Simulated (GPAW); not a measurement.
## Ballistic transport through a C6 chain between two Ga chains, from relaxation to T(E)

How well does a C6 chain between two Ga chains conduct once its atoms have relaxed, and how much do cheaper levels lose?

Method: GPAW LCAO, PAW setups; relaxation of the junction within the symmetry of its start, lead ends held, in the first sound run; inputs show where later runs differ, in GPAW 26.7.0.

This is a report of a sequence of runs, with most program output left out.

## (1) The starting structure

The cell holds 18 atoms: 12 Ga and 6 C. Its edges and angles: a = 9.000 Å, b = 9.000 Å, c = 38.117 Å, α = 90.0°, β = 90.0°, γ = 90.0°. Regions: left lead, 6 atoms (6 Ga); channel, 6 atoms (6 C); right lead, 6 atoms (6 Ga). Vacuum lies along a and b. The structure is stacked along c, and the current runs across the ab planes.

## (2) Relaxation

Transmission follows bond lengths closely, so the atoms between the held lead ends are relaxed first, within whatever symmetry the start has.

Input file run.py:

```python
import json
from ase import Atoms
from ase.constraints import FixAtoms
from ase.optimize import BFGS
from gpaw import GPAW, FermiDirac

device = Atoms(
    ['Ga', 'Ga', 'Ga', 'Ga', 'Ga', 'Ga', 'C', 'C', 'C', 'C', 'C', 'C', 'Ga', 'Ga', 'Ga', 'Ga', 'Ga', 'Ga'],
    positions=[
        [4.50000, 4.50000, 1.27500],
        [4.50000, 4.50000, 3.82500],
        [4.50000, 4.50000, 6.37500],
        [4.50000, 4.50000, 8.92500],
        [4.50000, 4.50000, 11.47500],
        [4.50000, 4.50000, 14.02500],
        [4.50000, 4.50000, 15.87340],
        [4.50000, 4.50000, 17.10340],
        [4.50000, 4.50000, 18.44340],
        [4.50000, 4.50000, 19.67340],
        [4.50000, 4.50000, 21.01340],
        [4.50000, 4.50000, 22.24340],
        [4.50000, 4.50000, 24.09180],
        [4.50000, 4.50000, 26.64180],
        [4.50000, 4.50000, 29.19180],
        [4.50000, 4.50000, 31.74180],
        [4.50000, 4.50000, 34.29180],
        [4.50000, 4.50000, 36.84180]],
    cell=[[9.0, 0.0, 0.0], [0.0, 9.0, 0.0], [0.0, 0.0, 38.1168]],
    pbc=True)

device.set_constraint(FixAtoms([0, 1, 2, 3, 4, 13, 14, 15, 16, 17]))
device.calc = GPAW(mode='lcao', basis='dzp', xc='PBE', h=0.18,
                   kpts={'size': (1, 1, 2), 'gamma': True},
                   symmetry={'tolerance': 1e-3, 'extra_ids': [1, 1, 1, 1, 1, 0, 0, 0, 0, 0, 0, 0, 0, 1, 1, 1, 1, 1]},
                   occupations=FermiDirac(0.1), maxiter=250,
                   mixer=dict(beta=0.1, nmaxold=8, weight=100.0),
                   convergence=dict(density=0.0001), txt='relax.txt')
path = []
opt = BFGS(device, maxstep=0.15)
opt.attach(lambda: path.append((device.get_potential_energy(), device.positions.tolist(), device.get_forces().tolist())))
relaxed = bool(opt.run(fmax=0.05, steps=50))
json.dump(dict(relaxed=relaxed, path=path, positions=device.positions.tolist(), moments=device.get_magnetic_moments().tolist(),
               forces=device.get_forces(apply_constraint=False).tolist()), open('result.json', 'w'))
```

Started as:

```sh
> OMP_NUM_THREADS=1 OPENBLAS_NUM_THREADS=1 python run.py
```

Elapsed: 6.7 min, on 1 thread of Arm Neoverse V1, shared host; peak memory 1.7 GiB.

Relaxation path:

```csv
step,energy less that of the first step (eV),largest force (eV/Å)
1,0.0000,2.7514
2,0.0778,4.8885
3,-0.1757,0.9139
4,-0.1997,1.2875
5,-0.2356,0.6249
6,-0.2504,0.1808
7,-0.2534,0.1053
8,-0.2539,0.0256
```

The atoms that moved most (Å):

```csv
atom,dx,dy,dz,length
Ga13,0.000,0.000,0.104,0.104
Ga6,0.000,0.000,-0.104,0.104
C12,0.000,0.000,0.044,0.044
C7,0.000,0.000,-0.044,0.044
C10,0.000,0.000,0.015,0.015
C9,0.000,0.000,-0.015,0.015
C11,0.000,0.000,0.011,0.011
C8,0.000,0.000,-0.011,0.011
```

The relaxation lowered the energy of the cell by 0.254 eV (energies extrapolated to zero smearing; the optimiser's log prints free energies). The largest force left on a free atom is 0.026 eV/Å.

## (3) GPAW, dzp

Localised orbitals split the wire into layers that couple to their neighbours alone, which is what the Green's function method needs; double zeta with polarisation is the usual level for numbers.

This step: GPAW LCAO, PAW setups; Landauer transmission from Green's functions with principal layers (ASE), zero bias (GPAW 26.7.0).

Input file run.py:

```python
import json
import numpy as np
from ase import Atoms
from ase.transport.calculators import TransportCalculator
from gpaw import GPAW, FermiDirac
from gpaw.lcao.tools import get_lcao_hamiltonian
from scipy.linalg import eigh

# The junction with lead layers at both ends, along the third cell vector
device = Atoms(
    ['Ga', 'Ga', 'Ga', 'Ga', 'Ga', 'Ga', 'C', 'C', 'C', 'C', 'C', 'C', 'Ga', 'Ga', 'Ga', 'Ga', 'Ga', 'Ga'],
    positions=[
        [4.50000, 4.50000, 1.27500],
        [4.50000, 4.50000, 3.82500],
        [4.50000, 4.50000, 6.37500],
        [4.50000, 4.50000, 8.92500],
        [4.50000, 4.50000, 11.47500],
        [4.50000, 4.50000, 13.92079],
        [4.50000, 4.50000, 15.82905],
        [4.50000, 4.50000, 17.09266],
        [4.50000, 4.50000, 18.42882],
        [4.50000, 4.50000, 19.68798],
        [4.50000, 4.50000, 21.02414],
        [4.50000, 4.50000, 22.28775],
        [4.50000, 4.50000, 24.19601],
        [4.50000, 4.50000, 26.64180],
        [4.50000, 4.50000, 29.19180],
        [4.50000, 4.50000, 31.74180],
        [4.50000, 4.50000, 34.29180],
        [4.50000, 4.50000, 36.84180]],
    cell=[[9.0, 0.0, 0.0], [0.0, 9.0, 0.0], [0.0, 0.0, 38.1168]],
    pbc=True)

# One principal layer of the lead: the first 3 atoms of the device
lead = Atoms(
    ['Ga', 'Ga', 'Ga'],
    positions=[
        [4.50000, 4.50000, 1.27500],
        [4.50000, 4.50000, 3.82500],
        [4.50000, 4.50000, 6.37500]],
    cell=[[9.0, 0.0, 0.0], [0.0, 9.0, 0.0], [0.0, 0.0, 7.65]],
    pbc=True)

settings = dict(mode='lcao', basis='dzp', xc='PBE', h=0.2,
                occupations=FermiDirac(0.1), maxiter=250,
                mixer=dict(beta=0.1, nmaxold=8, weight=100.0),
                convergence=dict(density=0.0001))
energies = np.arange(-2, 2 + 1e-9, 0.025)
eta = 0.0001
n1, n2 = 1, 1
# k and -k transmit alike, so half of the mesh across the current serves
mesh = [(i, j) for i in range(n1) for j in range(n2) if (i, j) <= (-i % n1, -j % n2)]
weights = np.array([1 if (i, j) == (-i % n1, -j % n2) else 2 for i, j in mesh]) / (n1 * n2)


def ground_state(atoms, size, txt):
    atoms.calc = GPAW(kpts={'size': size, 'gamma': True}, symmetry={'tolerance': 1e-3}, txt=txt, **settings)
    atoms.get_potential_energy()
    return atoms.calc.get_fermi_level()


def blocks(atoms, fermi, points, nz, cells):
    """H - E_F S and S between cell 0 and the cells above it, at each point across the current."""
    kz = np.arange(nz) / nz
    calc = atoms.calc.fixed_density(kpts=[(*k, z) for k in points for z in kz], symmetry='off', txt=None)
    H, S = get_lcao_hamiltonian(calc)
    H = (H - fermi * S).reshape(len(H), len(points), nz, *S.shape[1:])
    S = S.reshape(H.shape[1:])
    phases = [np.exp(-2j * np.pi * kz * R) / nz for R in cells]
    return [(np.einsum('skzij,z->ksij', H, p), np.einsum('kzij,z->kij', S, p)) for p in phases]


def pair(a, b):
    return np.block([[a, b], [b.T.conj(), a]])


def count_channels(h, s, cells, nk=240):
    """Half the number of times that the lead's bands cross each energy, unfolded to its shortest repeat."""
    b = len(h) // cells
    bands = []
    for k in (np.arange(nk + 1) + 0.5) / nk:
        hk, sk = h[:b, :b].copy(), s[:b, :b].copy()
        for R in range(1, cells):
            phase, block = np.exp(2j * np.pi * k * R), slice(R * b, (R + 1) * b)
            hk += h[:b, block] * phase + (h[:b, block] * phase).T.conj()
            sk += s[:b, block] * phase + (s[:b, block] * phase).T.conj()
        w, u = eigh(sk)
        x = u[:, w > 1e-5] / w[w > 1e-5]**0.5  # drop near-dependent combinations
        bands.append(np.r_[eigh(x.T.conj() @ hk @ x, eigvals_only=True), [1e9] * (w <= 1e-5).sum()])
    below = np.array(bands)[:, :, None] < energies
    return (below[1:] != below[:-1]).sum((0, 1)) / 2


fermi_lead = ground_state(lead, (1, 1, 15), 'lead.txt')
fermi_device = ground_state(device, (1, 1, 2), 'device.txt')
T, channels, eigen, tail, misfit, shifts = [], [], [], 0.0, 0.0, []
for first in range(0, len(mesh), 342):
    points = [(i / n1, j / n2) for i, j in mesh[first:first + 342]]
    (H0k, S0k), (H1k, S1k), (H2k, _) = blocks(lead, fermi_lead, points, 5, range(3))
    [(Hk, Sk)] = blocks(device, fermi_device, points, 2, [0])
    tail = max(tail, abs(H2k).max())
    for H0, S0, H1, S1, H, S in zip(H0k, S0k, H1k, S1k, Hk, Sk):
        n = len(S0)
        # Shift the lead onto the potential of the device's first layer
        shift = ((H[:, 0, 0] - H0[:, 0, 0]) / S0[0, 0]).real.mean()
        shifts.append(shift)
        misfit = max(misfit, abs(H[:, :n, :n] - H0 - shift * S0).max())
        Tk, Ck, Ek = [], [], []
        for s in range(len(H)):
            t = s % len(H0)  # a lead without moments serves both spins
            h1, s1 = pair(H0[t] + shift * S0, H1[t] + shift * S1), pair(S0, S1)
            leads = dict(h1=h1, s1=s1, energies=energies, eta=eta, eta1=eta, eta2=eta)
            calc = TransportCalculator(h=H[s], s=S, eigenchannels=3, **leads)
            Tk.append(calc.get_transmission())
            Ek.append(np.sort(calc.eigenchannels_ne, axis=0)[::-1])
            Ck.append(count_channels(h1, s1, 6))
        T.append(Tk)
        channels.append(Ck)
        eigen.append(Ek)
T, channels = np.array(T), np.array(channels)
mean, open_channels = np.einsum('kse,k->se', T, weights), np.einsum('kse,k->se', channels, weights)

print(f'basis functions: device {len(S)}, principal layer {n}')
print(f'Fermi level: lead {fermi_lead:.4f} eV, device {fermi_device:.4f} eV; lead shifted by {np.mean(shifts):.4f} eV')
print(f'largest coupling past the next layer {tail:.2e} eV, largest misfit of the first layer {misfit:.3f} eV')
print('  E-E_F (eV)   ' + 'T (one spin)  channels')
for e, t, c in zip(energies, mean.T, open_channels.T):
    print(f'{e:10.3f}  ', *[f'{x:11.4e}' for x in t], *[f'{x:9.4f}' for x in c])

kT = 8.617333e-5 * 300
fine = np.linspace(energies[0], energies[-1], 4001)
both = np.exp(np.interp(fine, energies, np.log(np.maximum(mean.sum(0) * 2 / len(mean), 1e-30))))
fermi = lambda mu: 1 / (1 + np.exp(np.clip((fine - mu) / kT, -200, 200)))
slope = fermi(0) * (1 - fermi(0)) / kT
G = np.trapezoid(both * slope, fine) / 2
seebeck = -np.trapezoid(both * slope * fine, fine) / (2 * G * 300) * 1e6
print(f'conductance at 300 K: {G:.5g} G0 a cell; thermopower {seebeck:.4g} uV/K')
bias = [0.1, 0.2, 0.5, 1.0, 1.5, 2.0]
current = [38.74 * np.trapezoid(both * (fermi(V / 2) - fermi(-V / 2)), fine) for V in bias]
for V, I in zip(bias, current):
    print(f'current from the zero-bias T(E) at {V} V: {I:.5g} uA')
zero = abs(energies).argmin()
json.dump(dict(energies=energies.tolist(), T=mean.tolist(), channels=open_channels.tolist(), G=G, seebeck=seebeck,
               bias=bias, current=current, tail=tail, misfit=misfit, shift=np.mean(shifts), n_device=len(S), n_lead=n,
               fermi=[fermi_lead, fermi_device], energy=device.get_potential_energy(),
               moments=device.get_magnetic_moments().tolist(), mesh=mesh, weights=weights.tolist(),
               T_k=T[:, :, zero].tolist(), eigen=np.array(eigen[0]).tolist()), open('result.json', 'w'))
```

Elapsed: 66 s, on 1 thread; peak memory 1.2 GiB.

Numbers from this step:

| Item | Value |
| --- | --- |
| conductance | 1.556 G₀ |
| thermopower | -3.079 μV/K |
| largest coupling past the next principal layer | 6.03e-5 eV |
| largest misfit of the first principal layer | 0.02104 eV |
| shift that aligns the lead | -0.008749 eV |
| basis functions of the junction | 234 |
| basis functions of a principal layer | 39 |
| transmission at the Fermi level (one spin) | 1.568 |
| open channels of the lead at the Fermi level (one spin) | 3 |

One spin. The transmission, zone mean by energy, zero at the Fermi level:

```csv
energy (eV),"transmission, zone mean"
-2.000,1.8e-5
-1.800,1.7e-5
-1.600,1.7e-5
-1.400,1.2e-5
-1.200,1.6e-5
-1.000,1.6e-5
-0.800,1.7e-5
-0.600,1.7e-5
-0.400,1.8e-5
-0.200,0.900
0.000,1.57
0.200,1.55
0.400,1.51
0.600,1.60
0.800,1.78
1.000,1.94
1.200,2.00
1.225,2.00
1.400,1.97
1.600,1.89
1.800,1.81
2.000,1.75
```

Crossings of the lead's bands, unfolded to its shortest repeat. Table of open channels, zone mean by energy, zero at the Fermi level:

```csv
energy (eV),"open channels, zone mean"
-2.000,1
-1.900,1
-1.800,1
-1.700,1
-1.600,1
-1.500,0
-1.400,1
-1.300,1
-1.200,1
-1.100,1
-1.000,1
-0.900,1
-0.800,1
-0.700,1
-0.600,1
-0.500,1
-0.400,1
-0.300,1
-0.200,3
-0.100,3
0.000,3
0.100,3
0.200,3
0.300,3
0.400,3
0.500,3
0.600,3
0.700,3
0.800,3
0.900,3
1.000,3
1.100,3
1.200,3
1.300,3
1.400,3
1.500,3
1.600,3
1.700,3
1.800,3
1.900,3
2.000,3
```

Not self-consistent under bias; the bias window is split evenly. The current through one cell, from the zero-bias transmission by bias:

```csv
bias (V),"current through one cell, from the zero-bias transmission (μA)"
0.100,12.0
0.200,23.8
0.500,53.1
1.000,83.3
1.500,115
2.000,151
```

Table of transmission of the three most open eigenchannels by energy, zero at the Fermi level:

```csv
energy (eV),channel 1,channel 2,channel 3
-0.300,1.8e-5,7.4e-10,7.4e-10
-0.200,0.450,0.450,1.9e-5
-0.100,0.728,0.728,1.9e-5
0.000,0.784,0.784,1.9e-5
0.100,0.790,0.790,2.0e-5
0.200,0.776,0.776,2.0e-5
0.300,0.759,0.759,2.0e-5
0.400,0.754,0.754,2.1e-5
0.500,0.767,0.767,2.1e-5
0.600,0.799,0.799,2.2e-5
0.700,0.843,0.843,2.2e-5
0.800,0.891,0.891,2.3e-5
0.900,0.935,0.935,2.4e-5
1.000,0.969,0.969,2.4e-5
1.100,0.990,0.990,2.5e-5
1.200,0.998,0.998,2.6e-5
1.300,0.996,0.996,2.7e-5
1.400,0.985,0.985,2.8e-5
1.500,0.967,0.967,2.9e-5
1.600,0.946,0.946,3.0e-5
1.700,0.925,0.925,3.2e-5
1.800,0.905,0.905,3.3e-5
1.900,0.889,0.889,3.5e-5
2.000,0.877,0.877,3.6e-5
```

Couplings past the next layer reach 6.0e-5 eV, small enough to drop; the matrix elements of the cell's first layer differ from the bulk lead's by up to 0.021 eV. That layer keeps its own values in the calculation, and only beyond it is the lead taken as perfect. The Fermi levels of lead and junction count from different zeros of potential, one for each periodic cell; with both set to zero, the small remaining shift is what aligns them. By hand: G = 1.556 × 77.48 μS = 121 μS, a resistance of 8.29 kΩ; at 0.1 V a linear junction would pass 12.1 μA, and the integral over the bias window gives 12.0 μA. Mott's formula, S = -(π²/3)(k_B²T/e) d ln T/dE, has the prefactor 7.33 μV/K·eV at 300 K; T = 1.554 at -0.025 eV and 1.577 at 0.025 eV give a slope of 0.297 per eV and S = -2.18 μV/K, beside -3.08 μV/K from the thermal integral, which interpolates the same grid.

## (4) Single-zeta polarised basis

One radial function a shell plus polarisation makes the matrices smaller; the question is what that costs.

run.py: that of step 3 with these lines changed.

```diff
@@ -43,3 +43,3 @@
 
-settings = dict(mode='lcao', basis='dzp', xc='PBE', h=0.2,
+settings = dict(mode='lcao', basis='szp(dzp)', xc='PBE', h=0.2,
                 occupations=FermiDirac(0.1), maxiter=250,
```

Run time: 55 s. Hardware: 1 thread; peak memory 1.2 GiB.

This step gave:

* conductance: 1.520 G₀
* largest coupling past the next principal layer: 5.81e-5 eV
* largest misfit of the first principal layer: 0.01531 eV
* shift that aligns the lead: 0.008330 eV
* basis functions of the junction: 162
* basis functions of a principal layer: 27
* transmission at the Fermi level (one spin): 1.551

One spin. The transmission, zone mean by energy, zero at the Fermi level:

```csv
energy (eV),"transmission, zone mean"
-2.000,3.4e-6
-1.900,3.5e-6
-1.800,3.4e-6
-1.700,1.6e-6
-1.600,5.2e-8
-1.500,2.1e-11
-1.400,5.2e-7
-1.300,2.0e-6
-1.200,2.7e-6
-1.100,3.1e-6
-1.000,3.4e-6
-0.900,3.7e-6
-0.800,4.0e-6
-0.700,4.2e-6
-0.600,4.5e-6
-0.500,4.8e-6
-0.400,5.0e-6
-0.300,5.3e-6
-0.200,0.519
-0.100,1.22
0.000,1.55
0.100,1.61
0.200,1.60
0.300,1.61
0.400,1.65
0.500,1.73
0.600,1.82
0.700,1.90
0.800,1.96
0.900,1.99
0.925,2.00
1.000,1.99
1.100,1.95
1.200,1.90
1.300,1.83
1.400,1.77
1.500,1.71
1.600,1.66
1.700,1.62
1.800,1.60
1.900,1.58
2.000,1.57
```

Crossings of the lead's bands, unfolded to its shortest repeat. Open channels, zone mean against energy, zero at the Fermi level:

energy (eV), open channels, zone mean and a bar:
```
   -2.000       1.00 ##########
   -1.900       1.00 ##########
   -1.800       1.00 ##########
   -1.700       1.00 ##########
   -1.600       0.00 
   -1.500       0.00 
   -1.400       1.00 ##########
   -1.300       1.00 ##########
   -1.200       1.00 ##########
   -1.100       1.00 ##########
   -1.000       1.00 ##########
   -0.900       1.00 ##########
   -0.800       1.00 ##########
   -0.700       1.00 ##########
   -0.600       1.00 ##########
   -0.500       1.00 ##########
   -0.400       1.00 ##########
   -0.300       1.00 ##########
   -0.200       3.00 ##############################
   -0.100       3.00 ##############################
    0.000       3.00 ##############################
    0.100       3.00 ##############################
    0.200       3.00 ##############################
    0.300       3.00 ##############################
    0.400       3.00 ##############################
    0.500       3.00 ##############################
    0.600       3.00 ##############################
    0.700       3.00 ##############################
    0.800       3.00 ##############################
    0.900       3.00 ##############################
    1.000       3.00 ##############################
    1.100       3.00 ##############################
    1.200       3.00 ##############################
    1.300       3.00 ##############################
    1.400       3.00 ##############################
    1.500       3.00 ##############################
    1.600       3.00 ##############################
    1.700       3.00 ##############################
    1.800       3.00 ##############################
    1.900       3.00 ##############################
    2.000       3.00 ##############################
```

Not self-consistent under bias; the bias window is split evenly. The current through one cell, from the zero-bias transmission by bias:

```csv
bias (V),"current through one cell, from the zero-bias transmission (μA)"
0.100,11.7
0.200,22.9
0.500,49.2
1.000,81.5
1.500,117
2.000,155
```

The transmission of the three most open eigenchannels by energy, zero at the Fermi level:

```csv
energy (eV),channel 1,channel 2,channel 3
-0.300,5.3e-6,2.8e-11,2.8e-11
-0.200,0.260,0.260,5.7e-6
-0.100,0.610,0.610,6.0e-6
0.000,0.775,0.775,6.3e-6
0.100,0.807,0.807,6.7e-6
0.200,0.801,0.801,7.1e-6
0.300,0.804,0.804,7.5e-6
0.400,0.827,0.827,8.0e-6
0.500,0.865,0.865,8.5e-6
0.600,0.909,0.909,9.0e-6
0.700,0.951,0.951,9.6e-6
0.800,0.982,0.982,1.0e-5
0.900,0.997,0.997,1.1e-5
1.000,0.995,0.995,1.2e-5
1.100,0.977,0.977,1.2e-5
1.200,0.949,0.949,1.3e-5
1.300,0.915,0.915,1.4e-5
1.400,0.883,0.883,1.5e-5
1.500,0.854,0.854,1.6e-5
1.600,0.830,0.830,1.7e-5
1.700,0.811,0.811,1.9e-5
1.800,0.798,0.798,2.0e-5
1.900,0.791,0.791,2.2e-5
2.000,0.787,0.787,2.3e-5
```

The conductance, 1.52 G₀, lies 2.3 % below that of the dzp run.

## (5) GPAW, sz: basis = "sz(dzp)"

One function for each valence shell of the setup, as for a first survey of a large system.

run.py: that of step 4 with these lines changed.

```diff
@@ -43,3 +43,3 @@
 
-settings = dict(mode='lcao', basis='szp(dzp)', xc='PBE', h=0.2,
+settings = dict(mode='lcao', basis='sz(dzp)', xc='PBE', h=0.2,
                 occupations=FermiDirac(0.1), maxiter=250,
```

Run time: 38 s. Hardware: 1 thread; peak memory 1.1 GiB.

Numbers from this step:

```
conductance                                    : 1.445 G₀
largest coupling past the next principal layer : 5.75e-5 eV
largest misfit of the first principal layer    : 0.01745 eV
shift that aligns the lead                     : 0.02098 eV
basis functions of the junction                : 72
basis functions of a principal layer           : 12
transmission at the Fermi level (one spin)     : 1.487
```

The conductance, 1.45 G₀, lies 7.1 % below that of the dzp run.

## (6) RPBE in the dzp basis: xc = "RPBE"

Back in the dzp basis, the functional changes from PBE to RPBE, to set the spread between functionals beside that between bases.

run.py: that of step 5 with these lines changed.

```diff
@@ -43,3 +43,3 @@
 
-settings = dict(mode='lcao', basis='sz(dzp)', xc='PBE', h=0.2,
+settings = dict(mode='lcao', basis='dzp', xc='RPBE', h=0.2,
                 occupations=FermiDirac(0.1), maxiter=250,
```

It took 61 s on 1 thread; peak memory 1.2 GiB.

This step gave:

```
conductance                                    : 1.546 G₀
thermopower                                    : -2.560 μV/K
largest coupling past the next principal layer : 6.04e-5 eV
largest misfit of the first principal layer    : 0.02162 eV
shift that aligns the lead                     : -0.01184 eV
basis functions of the junction                : 234
basis functions of a principal layer           : 39
transmission at the Fermi level (one spin)     : 1.556
```

The conductance, 1.55 G₀, lies 0.6 % below that of the dzp run.

(Part 1 of 2 ends here.)

[Logs are printed without paths, hosts, clocks, repeated set-up lines and the standing remarks that a program may print on its own settings, such as how far it seeks lower states.]

[Hosts, paths, dates, database ids (printed as entryN), source tags and the programs' standing remarks are cut or masked in the printed files.]
